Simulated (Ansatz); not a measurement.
# Surface energy of W(310) slab (26 atoms)

What is the surface energy of this cell, counted against the bulk crystal, and how far does it hang on functional and mesh?

Calculated with Ansatz 0.2.0: Kohn-Sham DFT, PBE, PAW (set soft_2), plane waves; cutoff 420 eV, fermi-dirac smearing of 0.1 eV. Cutoffs: 420 eV for PBE and PBEsol; 500 eV for r2SCAN.

**The cells**

The cell holds 26 atoms: 26 W. Its edges and angles: a = 6.370 Å, b = 5.282 Å, c = 27.086 Å, α = 90.0°, β = 90.0°, γ = 107.5°. It derives from W. The starting structure: Slab of W cut on (3 1 0), 12.1 Å thick, 2 x 1 surface cells, both faces free, 15 Å of vacuum; not relaxed. Lattice constants are starting values near those of PBE. Vacuum lies along c.

The bulk reference is W2 in a cell of 2 atoms, 16.155 Å³ an atom.

The input of the single point on the relaxed cell:

```yaml
crystal:
  lattice:
    - [6.37, 0.0, 0.0]
    - [-1.5925, 5.03593, 0.0]
    - [0.0, 0.0, 27.08623]
  atoms:
    - { symbol: W, position: [0.29667, 0.18638, 0.28444] }
    - { symbol: W, position: [0.45272, 0.8095, 0.31421] }
    - { symbol: W, position: [0.10056, 0.40215, 0.35062] }
    - { symbol: W, position: [0.24934, 0.99763, 0.38916] }
    [... 20 atom lines left out ...]
    - { symbol: W, position: [0.94728, 0.7905, 0.68579] }
    - { symbol: W, position: [0.60333, 0.41362, 0.71556] }
kpoints:
  mp_grid: { grid: [6, 7, 1] }
hamiltonian:
  xc: pbe
scf:
  occupations: { method: fermi_dirac, width: 0.1 }
output:
  forces: true
  populations: true
  dos:
    method: { smearing: { sigma: 0.08 } }
    de: 0.1
    projected: { site_lists: { W: [W] } }
  eigenvalues: true
  write_density: true
  write_potential: true
  volumetric_format: npy
```

| cell | formula | k-mesh | relaxation steps | gain on relaxing (eV) | free energy, PBE (eV) | time of its runs on this page |
| --- | --- | --- | --- | --- | --- | --- |
| W(310) slab | W26 | 6×7×1 (relaxed on 4×5×1) | 7 | 1.20 | -269990.640 | 35 s |
| bulk W | W2 | 17×17×17 | - | - | -20769.662 | 9.5 s |

**Surface energy**

The excess is the cell's free energy less 13 times that of the bulk cell. It is divided by twice the area, as the cell holds two faces, so the value is their mean, and they need not be alike (32.08 Å²), with 1 eV/Å² = 16.022 J/m².

```
           level  k-mesh  excess (eV)  surface energy (J/m²)  per area (meV/Å²)
             PBE   6×7×1       14.963                  3.737              233.2
PBE, denser mesh   8×9×1       14.964                  3.737              233.2
          r2SCAN   6×7×1       16.229                  4.053              253.0
          PBEsol   6×7×1       16.273                  4.064              253.6
```

Worked for the first row at PBE: (-269990.640) − 13 × (-20769.662) = 14.963 eV (from unrounded energies).

Then 14.963 / (2 × 32.08) × 16.022 = 3.737 J/m².

**Findings**

At PBE the surface energy is 3.74 J/m². At the same geometries the levels give 3.74 (PBE) to 4.06 J/m² (PBEsol) and the denser mesh leaves it within 0.01 J/m². Relaxing the atoms lowered it by 0.299 J/m² from the start (on the 4×5×1 mesh of the relaxation), and the farthest atom moved 0.22 Å.

Limits: The cell edges were held, so the lattice is the typed one for every functional. Cell and bulk are sampled on unlike meshes, and the error grows with the number of atoms subtracted. These are free energies under a smearing of 0.1 eV, whose entropy term isn't removed. Spin–orbit coupling is left out, which matters for the levels of the heavy elements. In some runs the program notes that the exchange-correlation potential is rough where the density is thin.

[Logs are printed without paths, hosts, clocks, repeated set-up lines and the standing remarks that a program may print on its own settings, such as how far it seeks lower states.]

[Hosts, paths, dates, database ids (printed as entryN), source tags and the programs' standing remarks are cut or masked in the printed files.]
